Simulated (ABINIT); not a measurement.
**A GW chain in ABINIT: Al2O3 (Corundum)**

How does a plane-wave GW calculation on Al2O3 (Corundum) run from the first input to the gap?

Main program and level: ABINIT 10.8.3; LDA and many-body steps on it, plane waves.

**What was measured.**

- Gap 8.7 eV: optical band gap of host from absorption; optical absorption, quoted from earlier work; bulk crystal (high-purity reference sample) (quoted in “Multi-petahertz electron interference in Cr:Al2O3 solid-state material”, 2018, pmc:5906618).

### Step 1. Set-up

Symmetry: R-3c, No. 167, trigonal system. Conventional cell: a = 4.760 Å, b = 4.760 Å, c = 12.996 Å, α = 90.00°, β = 90.00°, γ = 120.00°. Al has 6 O at 1.85 to 1.97 Å nearest. Nearest to O lie 4 Al at 1.85 to 1.97 Å. Farther neighbours and most contacts between anions are not listed.

The cell and positions come from the Crystallography Open Database and are kept as given unless a step says otherwise.

### Step 2. Ground state

This step: ABINIT 10.8.3; DFT, LDA, plane waves, norm-conserving pseudopotentials.

The ground-state density comes first.

run.abi

```
acell 3*1.0 Angstrom
rprim 
  2.380249999995 1.374237978213 4.331866666707
  -2.380249999995 1.374237978213 4.331866666707
  -0.000000000000 -2.748475956495 4.331866666685
ntypat 2
znucl 13 8
natom 10
typat 1 1 1 1 2 2 2 2 2 2
xred 
  0.352160000000 0.352160000000 0.352160000000
  0.147840000000 0.147840000000 0.147840000000
  0.647840000000 0.647840000000 0.647840000000
  0.852160000000 0.852160000000 0.852160000000
  0.556680000000 0.943320000000 0.250000000000
  0.250000000000 0.556680000000 0.943320000000
  0.943320000000 0.250000000000 0.556680000000
  0.443320000000 0.056680000000 0.750000000000
  0.750000000000 0.443320000000 0.056680000000
  0.056680000000 0.750000000000 0.443320000000
pp_dirpath "pseudos"
pseudos "Al.upf, O.upf"
ecut 36
ngkpt 6 6 6
nshiftk 1
shiftk 0 0 0
kptopt 1
chksymbreak 0
nband 33
occopt 1
tolvrs 1e-10
nstep 60
prtwf 0
optforces 0
optstress 0
indata_prefix "in"
outdata_prefix "out"
tmpdata_prefix "tmp"
```

On the command line:

```sh
$ OMP_NUM_THREADS=1 mpirun -n 8 abinit run.abi > log
```

Numbers of over 12 decimals in the logs are rounded to 6 here.

Output:

```text
.Version 10.8.3 of ABINIT. v10.8.2 released Aug 2026.

 Symmetries : space group R-3 c (#167); Bravais hR (rhombohedral)
================================================================================
 Values of the parameters that define the memory need of the present run
     intxc =       0    ionmov =       0      iscf =       7    lmnmax =       6
     lnmax =       6     mgfft =      54  mpssoang =       3    mqgrid =    3001
     natom =      10  nloc_mem =       1    nspden =       1   nspinor =       1
    nsppol =       1      nsym =      12    n1xccc =    2501    ntypat =       2
    occopt =       1   xclevel =       1
-    mband =          33        mffmem =           1         mkmem =           4
       mpw =        5939          nfft =      157464          nkpt =          32
================================================================================
  Rough estimation (10% accuracy) of disk space for files :
================================================================================

--------------------------------------------------------------------------------
------------- Echo of variables that govern the present computation ------------
--------------------------------------------------------------------------------
 -outvars: echo values of preprocessed input variables --------
            acell      1.8897261259E+00  1.8897261259E+00  1.8897261259E+00 Bohr

      chksymbreak           0
             ecut      3.60000000E+01 Hartree
-          fftalg         312

              ixc       -1012
              kpt      0.00000000E+00  0.00000000E+00  0.00000000E+00
                       1.66666667E-01  0.00000000E+00  0.00000000E+00
                       3.33333333E-01  0.00000000E+00  0.00000000E+00
                       5.00000000E-01  0.00000000E+00  0.00000000E+00
                       1.66666667E-01  1.66666667E-01  0.00000000E+00
                       3.33333333E-01  1.66666667E-01  0.00000000E+00
                       5.00000000E-01  1.66666667E-01  0.00000000E+00
                      -3.33333333E-01  1.66666667E-01  0.00000000E+00
                      -1.66666667E-01  1.66666667E-01  0.00000000E+00
   [... 21 further rows ...]
                      -3.33333333E-01  5.00000000E-01  3.33333333E-01
                       5.00000000E-01  5.00000000E-01  5.00000000E-01
         kptrlatt        6    0    0      0    6    0      0    0    6
          kptrlen      5.39762473E+01
P           mkmem           4
            natom          10
            nband          33
            ngfft          54      54      54
             nkpt          32
            nstep          60
             nsym          12
           ntypat           2
              occ      2.000000  2.000000  2.000000  2.000000  2.000000  2.000000
                       2.000000  2.000000  2.000000  2.000000  2.000000  2.000000
                       2.000000  2.000000  2.000000  2.000000  2.000000  2.000000
                       2.000000  2.000000  2.000000  2.000000  2.000000  2.000000
                       0.000000  0.000000  0.000000  0.000000  0.000000  0.000000
[...]
optforces           0
        optstress           0
            prtwf           0
            rprim      2.3802500000E+00  1.3742379782E+00  4.3318666667E+00
[...]
spgroup         167

           tolvrs      1.00000000E-10

             xred      3.5216000000E-01  3.5216000000E-01  3.5216000000E-01
[...]
znucl       13.00000    8.00000

================================================================================

 chkinp: Checking input parameters for consistency.

================================================================================
== DATASET  1 ==================================================================
-   mpi_nproc: 8, omp_nthreads: 1 (-1 if OMP is not activated)

--- !DatasetInfo
iteration_state: {dtset: 1, }
dimensions: {natom: 10, nkpt: 32, mband: 33, nsppol: 1, nspinor: 1, nspden: 1, mpw: 5939, }
cutoff_energies: {ecut:  36.0, pawecutdg:  -1.0, }
electrons: {nelect:   4.80000000E+01, charge:   0.00000000E+00, occopt:   1.00000000E+00, tsmear:   1.00000000E-02, }

 Real(R)+Recip(G) space primitive vectors, cartesian coordinates (Bohr,Bohr^-1):
 R(1)=  4.4980206  2.5969334  8.1860416  G(1)=  0.1111600  0.0641783  0.0407197
 R(2)= -4.4980206  2.5969334  8.1860416  G(2)= -0.1111600  0.0641783  0.0407197
 R(3)=  0.0000000 -5.1938668  8.1860416  G(3)=  0.0000000 -0.1283565  0.0407197
 Unit cell volume ucvol=  5.7372986E+02 bohr^3
 Angles (23,13,12)=  5.52866708E+01  5.52866708E+01  5.52866708E+01 degrees

 getcut: wavevector=  0.0000  0.0000  0.0000  ngfft=  54  54  54
         ecut(hartree)=     36.000   => boxcut(ratio)=   2.06269

--- Pseudopotential description ------------------------------------------------
- Al Generated using ONCVPSP code by D. R. Hamann
- 13.00000   3.00000  180309                  znucl, zion, pspdat
12 -1012 2 -1 1854                            pspcod,pspxc,lmax,lloc,mmax
     nproj     2     2     2
  pspatm : epsatm=    0.57439143
         --- l  ekb(1:nproj) -->
[...]
pspatm: atomic psp has been read  and splines computed

- O Generated using ONCVPSP code by D. R. Hamann
-  8.00000   6.00000  201201                  znucl, zion, pspdat
12 -1012 2 -1 926                             pspcod,pspxc,lmax,lloc,mmax
     nproj     2     2     1
  pspatm : epsatm=    6.27558587
         --- l  ekb(1:nproj) -->
[...]
2   -1.033686
 pspatm: atomic psp has been read  and splines computed

   1.91765189E+03                                ecore*ucvol(ha*bohr**3)
--------------------------------------------------------------------------------

_setup2: Arith. and geom. avg. npw (full set) are    5919.005    5918.995

================================================================================

--- !BeginCycle
iteration_state: {dtset: 1, }
solver: {iscf: 7, nstep: 60, nline: 4, wfoptalg: 0, }
tolerances: {tolvrs: 1.00E-10, }

     iter   Etot(hartree)      deltaE(h)  residm     vres2
 ETOT  1  -108.65186436814    -1.087E+02 8.864E-02 1.595E+03
 ETOT  2  -108.75792348586    -1.061E-01 3.459E-02 1.354E+03
 ETOT  3  -109.19829957785    -4.404E-01 1.492E-02 7.734E+00
 ETOT  4  -109.20104848709    -2.749E-03 1.350E-02 6.686E-02
 ETOT  5  -109.20106783890    -1.935E-05 3.770E-03 1.033E-03
 ETOT  6  -109.20106800240    -1.635E-07 4.630E-03 1.582E-05
 ETOT  7  -109.20106800448    -2.080E-09 9.174E-04 1.692E-06
 ETOT  8  -109.20106800483    -3.466E-10 8.177E-04 1.411E-08
 ETOT  9  -109.20106800483    -3.070E-12 3.560E-04 9.236E-10
 ETOT 10  -109.20106800483    -1.279E-13 2.373E-04 2.142E-12

 At SCF step   10       vres2   =  2.14E-12 < tolvrs=  1.00E-10 =>converged.

--- !ResultsGS
iteration_state: {dtset: 1, }
comment   : Summary of ground state results
lattice_vectors:
- [  4.4980206,   2.5969334,   8.1860416, ]
- [ -4.4980206,   2.5969334,   8.1860416, ]
- [ -0.0000000,  -5.1938668,   8.1860416, ]
lattice_lengths: [   9.69472,    9.69472,    9.69472, ]
lattice_angles: [ 55.287,  55.287,  55.287, ] # degrees, (23, 13, 12)
lattice_volume:   5.7372986E+02
convergence: {deltae: -1.279E-13, res2:  2.142E-12, residm:  2.373E-04, diffor:  0.000E+00, }
etotal    :  -1.09201068E+02
entropy   :   0.00000000E+00
fermie    :   2.00562191E-01
cartesian_stress_tensor: null
pressure_GPa: null
xred      :
- [  3.5216E-01,   3.5216E-01,   3.5216E-01, Al]
- [  1.4784E-01,   1.4784E-01,   1.4784E-01, Al]
- [  6.4784E-01,   6.4784E-01,   6.4784E-01, Al]
- [  8.5216E-01,   8.5216E-01,   8.5216E-01, Al]
- [  5.5668E-01,   9.4332E-01,   2.5000E-01,  O]
- [  2.5000E-01,   5.5668E-01,   9.4332E-01,  O]
- [  9.4332E-01,   2.5000E-01,   5.5668E-01,  O]
- [  4.4332E-01,   5.6680E-02,   7.5000E-01,  O]
- [  7.5000E-01,   4.4332E-01,   5.6680E-02,  O]
- [  5.6680E-02,   7.5000E-01,   4.4332E-01,  O]
cartesian_forces: null
force_length_stats: {min: null, max: null, mean: null, }

 Integrated electronic density in atomic spheres:
 ------------------------------------------------
 Atom  Sphere_radius  Integrated_density
[...]
================================================================================

 ----iterations are completed or convergence reached----

 Mean square residual over all n,k,spin=   24.647E-07; max=  23.732E-05
 reduced coordinates (array xred) for   10 atoms
[...]
0.250000000000      0.556680000000      0.943320000000
       0.943320000000      0.250000000000      0.556680000000
       0.443320000000      0.056680000000      0.750000000000
       0.750000000000      0.443320000000      0.056680000000
       0.056680000000      0.750000000000      0.443320000000
 rms dE/dt=  0.0000E+00; max dE/dt=  0.0000E+00; dE/dt below (all hartree)
    1       0.000000000000      0.000000000000      0.000000000000
    2       0.000000000000      0.000000000000      0.000000000000
    3       0.000000000000      0.000000000000      0.000000000000
    4       0.000000000000      0.000000000000      0.000000000000
    5       0.000000000000      0.000000000000      0.000000000000
    6       0.000000000000      0.000000000000      0.000000000000
    7       0.000000000000      0.000000000000      0.000000000000
    8       0.000000000000      0.000000000000      0.000000000000
    9       0.000000000000      0.000000000000      0.000000000000
   10       0.000000000000      0.000000000000      0.000000000000

 cartesian coordinates (angstrom) at end:
[...]
6     -0.729975    -1.484122     7.580767
    7      1.650275     0.109884     7.580767
    8      0.920300    -1.374238     5.414833
    9      0.729975     1.484122     5.414833
   10     -1.650275    -0.109884     5.414833
 length scales=  1.889726125908  1.889726125908  1.889726125908 bohr
              =  1.000000000000  1.000000000000  1.000000000000 angstroms
 prteigrs : about to open file out_EIG
 Fermi (or HOMO) energy (hartree) =   0.20056   Average Vxc (hartree)=  -0.43728
 Eigenvalues (hartree) for nkpt=  32  k points:
 kpt#   1, nband= 33, wtk=  0.00463, kpt=  0.0000  0.0000  0.0000 (reduced coord)
  -0.49600   -0.40668   -0.39585   -0.39585   -0.38373   -0.38373   -0.05547   -0.01822
  -0.00528   -0.00528    0.03659    0.03965    0.03965    0.07664    0.09039    0.14733
   0.14733    0.15253    0.15253    0.18265    0.18265    0.19904    0.19904    0.20056
   0.42866    0.53158    0.58657    0.61852    0.61852    0.62162    0.64748    0.64751
   0.64804
 prteigrs : prtvol=0 or 1, do not print more k-points.

--- !EnergyTerms
iteration_state     : {dtset: 1, }
comment             : Components of total free energy in Hartree
kinetic             :  7.19315467774748E+01
hartree             :  2.62961443773299E+01
xc                  : -2.99208934291448E+01
Ewald energy        : -8.81149730954744E+01
psp_core            :  3.34242998166041E+00
local_psp           : -7.75374453660626E+01
non_local_psp       : -1.51978772506122E+01
total_energy        : -1.09201068004829E+02
total_energy_eV     : -2.97151243995304E+03
band_energy         : -1.45509086641674E+00

== END DATASET(S) ==============================================================
================================================================================

 -outvars: echo values of variables after computation  --------
           etotal     -1.0920106800E+02
            nband          33
             nkpt          32
          spgroup         167
 [... the other variables as echoed above ...]

 Calculation completed.
```

It took 47 s on 8 MPI ranks of Intel Xeon 6975P-C (Granite Rapids), shared host; peak memory 0.89 GiB; 6.2 min of CPU time.

Numbers from this step:

```
total energy               : -2971.5124 eV
gap                        : 6.207 eV
k of the valence top       : 0, 0, 0
k of the conduction bottom : 0, 0, 0
least direct gap           : 6.207 eV
```

The gap is direct, at Γ.

### Step 3. Empty states on the mesh, 2×2×2 mesh, 170 bands

The sums over transitions need many empty states on a uniform mesh; this step solves for them.

Changes to run.abi since step 2:

```diff
@@ -23,3 +23,3 @@
 ecut 36
-ngkpt 6 6 6
+ngkpt 2 2 2
 nshiftk 1
@@ -28,9 +28,10 @@
 chksymbreak 0
-nband 33
-occopt 1
-tolvrs 1e-10
+iscf -2
+irdden 1
+istwfk *1
+nband 170
+nbdbuf 14
+tolwfr 1e-09
 nstep 60
-prtwf 0
-optforces 0
-optstress 0
+prtvol 0
 indata_prefix "in"
```

On the command line:

```sh
$ OMP_NUM_THREADS=2 mpirun -n 4 abinit run.abi > log
```

Output:

```text
.Version 10.8.3 of ABINIT. v10.8.2 released Aug 2026.

 Symmetries : space group R-3 c (#167); Bravais hR (rhombohedral)
[... echo of the input left out ...]
== DATASET  1 ==================================================================
-   mpi_nproc: 4, omp_nthreads: 2 (-1 if OMP is not activated)

--- !DatasetInfo
iteration_state: {dtset: 1, }
dimensions: {natom: 10, nkpt: 4, mband: 170, nsppol: 1, nspinor: 1, nspden: 1, mpw: 5936, }
cutoff_energies: {ecut:  36.0, pawecutdg:  -1.0, }
electrons: {nelect:   4.80000000E+01, charge:   0.00000000E+00, occopt:   1.00000000E+00, tsmear:   1.00000000E-02, }

 Real(R)+Recip(G) space primitive vectors, cartesian coordinates (Bohr,Bohr^-1):
 R(1)=  4.4980206  2.5969334  8.1860416  G(1)=  0.1111600  0.0641783  0.0407197
 R(2)= -4.4980206  2.5969334  8.1860416  G(2)= -0.1111600  0.0641783  0.0407197
 R(3)=  0.0000000 -5.1938668  8.1860416  G(3)=  0.0000000 -0.1283565  0.0407197
 Unit cell volume ucvol=  5.7372986E+02 bohr^3
 Angles (23,13,12)=  5.52866708E+01  5.52866708E+01  5.52866708E+01 degrees

 getcut: wavevector=  0.0000  0.0000  0.0000  ngfft=  54  54  54
         ecut(hartree)=     36.000   => boxcut(ratio)=   2.06269

--- Pseudopotential description ------------------------------------------------
- Al Generated using ONCVPSP code by D. R. Hamann
- 13.00000   3.00000  180309                  znucl, zion, pspdat
12 -1012 2 -1 1854                            pspcod,pspxc,lmax,lloc,mmax
     nproj     2     2     2
  pspatm : epsatm=    0.57439143
         --- l  ekb(1:nproj) -->
             0    5.725870    0.726131
             1    6.190420    0.914022
             2   -4.229503   -0.925599
 pspatm: atomic psp has been read  and splines computed

- O Generated using ONCVPSP code by D. R. Hamann
-  8.00000   6.00000  201201                  znucl, zion, pspdat
12 -1012 2 -1 926                             pspcod,pspxc,lmax,lloc,mmax
     nproj     2     2     1
  pspatm : epsatm=    6.27558587
         --- l  ekb(1:nproj) -->
[...]
2   -1.033686
 pspatm: atomic psp has been read  and splines computed

--------------------------------------------------------------------------------

================================================================================
 prteigrs : about to open file out_EIG
 Non-SCF case, kpt    1 (  0.00000  0.00000  0.00000), residuals and eigenvalues=
  1.97E-10  6.67E-10  5.41E-11  4.12E-10  2.49E-10  6.87E-10  8.70E-11  8.27E-10
  1.18E-10  8.83E-10  1.11E-10  1.33E-10  7.83E-10  8.06E-11  8.71E-10  1.44E-10
  9.56E-10  8.64E-11  7.25E-10  1.15E-10  9.84E-10  1.03E-10  2.48E-10  3.44E-10
[...]
4.14E-04  2.90E-03
 -4.9600E-01 -4.0668E-01 -3.9585E-01 -3.9585E-01 -3.8373E-01 -3.8373E-01
 -5.5473E-02 -1.8220E-02 -5.2787E-03 -5.2787E-03  3.6588E-02  3.9651E-02
  3.9651E-02  7.6637E-02  9.0389E-02  1.4733E-01  1.4733E-01  1.5253E-01
[...]
2.7108E+00  2.7226E+00  2.7226E+00  2.7401E+00  2.7401E+00  2.7748E+00
  2.7748E+00  2.7900E+00  2.8265E+00  2.8780E+00  2.9203E+00  2.9638E+00
  2.9656E+00  2.9691E+00
 prteigrs : prtvol=0 or 1, do not print more k-points.

--- !ResultsGS
iteration_state: {dtset: 1, }
comment   : Summary of ground state results
lattice_vectors:
- [  4.4980206,   2.5969334,   8.1860416, ]
- [ -4.4980206,   2.5969334,   8.1860416, ]
- [ -0.0000000,  -5.1938668,   8.1860416, ]
lattice_lengths: [   9.69472,    9.69472,    9.69472, ]
lattice_angles: [ 55.287,  55.287,  55.287, ] # degrees, (23, 13, 12)
lattice_volume:   5.7372986E+02
convergence: {deltae:  0.000E+00, res2:  0.000E+00, residm:  9.877E-10, diffor:  0.000E+00, }
etotal    :  -1.09201068E+02
entropy   :   0.00000000E+00
fermie    :   2.00562191E-01
cartesian_stress_tensor: null
pressure_GPa: null
xred      :
- [  3.5216E-01,   3.5216E-01,   3.5216E-01, Al]
- [  1.4784E-01,   1.4784E-01,   1.4784E-01, Al]
- [  6.4784E-01,   6.4784E-01,   6.4784E-01, Al]
- [  8.5216E-01,   8.5216E-01,   8.5216E-01, Al]
- [  5.5668E-01,   9.4332E-01,   2.5000E-01,  O]
- [  2.5000E-01,   5.5668E-01,   9.4332E-01,  O]
- [  9.4332E-01,   2.5000E-01,   5.5668E-01,  O]
- [  4.4332E-01,   5.6680E-02,   7.5000E-01,  O]
- [  7.5000E-01,   4.4332E-01,   5.6680E-02,  O]
- [  5.6680E-02,   7.5000E-01,   4.4332E-01,  O]
cartesian_forces: null
force_length_stats: {min: null, max: null, mean: null, }

 Integrated electronic density in atomic spheres:
 ------------------------------------------------
 Atom  Sphere_radius  Integrated_density
[...]
================================================================================

 ----iterations are completed or convergence reached----

 Mean square residual over all n,k,spin=   38.441E-11; max=  98.771E-11
 reduced coordinates (array xred) for   10 atoms
[...]
0.750000000000      0.443320000000      0.056680000000
       0.056680000000      0.750000000000      0.443320000000

 cartesian coordinates (angstrom) at end:
    1      0.000000    -2.43e-11     4.576530
    2      0.000000    -1.02e-11     1.921270
    3     -0.000000    -4.47e-11     8.419070
[...]
9      0.729975     1.484122     5.414833
   10     -1.650275    -0.109884     5.414833
 length scales=  1.889726125908  1.889726125908  1.889726125908 bohr
              =  1.000000000000  1.000000000000  1.000000000000 angstroms
 prteigrs : about to open file out_EIG
 Eigenvalues (hartree) for nkpt=   4  k points:
 kpt#   1, nband=170, wtk=  0.12500, kpt=  0.0000  0.0000  0.0000 (reduced coord)
[...]
2.64488    2.66138    2.68555    2.68555    2.71078    2.72258    2.72258    2.74012
   2.74012    2.77485    2.77485    2.79000    2.82651    2.87800    2.92027    2.96384
   2.96563    2.96907
 prteigrs : prtvol=0 or 1, do not print more k-points.

== END DATASET(S) ==============================================================
================================================================================

 -outvars: echo values of variables after computation  --------
            nband         170
             nkpt           4
          spgroup         167
 [... the other variables as echoed above ...]

 Calculation completed.
```

Elapsed: 46 s, on 4 MPI ranks; peak memory 0.45 GiB.

Numbers from this step:

```yaml
gap: 6.207 eV
k_of_the_valence_top: 0, 0, 0
k_of_the_conduction_bottom: 0, 0, 0
least_direct_gap: 6.207 eV
k_points_computed: 4
lowest_point_of_the_top_converged_band_above_the_valence_top: 67.6200 eV
```

On this mesh the gap is 6.207 eV.

(Part 1 of 2 ends here.)

[Paths, hosts, dates, memory and timing lines, banners, echoed tables and standing remarks are left out of the program output.]

[Logs are printed without paths, hosts, clocks, repeated set-up lines and the standing remarks that a program may print on its own settings, such as how far it seeks lower states.]

[Runs of the session that timed out or met a known fault of the program may be left out.]

[Hosts, paths, dates, database ids (printed as entryN), source tags and the programs' standing remarks are cut or masked in the printed files.]

[G0W0 gaps are taken among the corrected bands and points alone; a level outside them can change the order at an edge.]

[Where Ansatz stands beside ABINIT at settings called matched, ABINIT's density can come from a denser mesh and the files from another edition; pairs whose starting gaps differed by over 0.03 eV were left out, so agreement reads better than it is.]
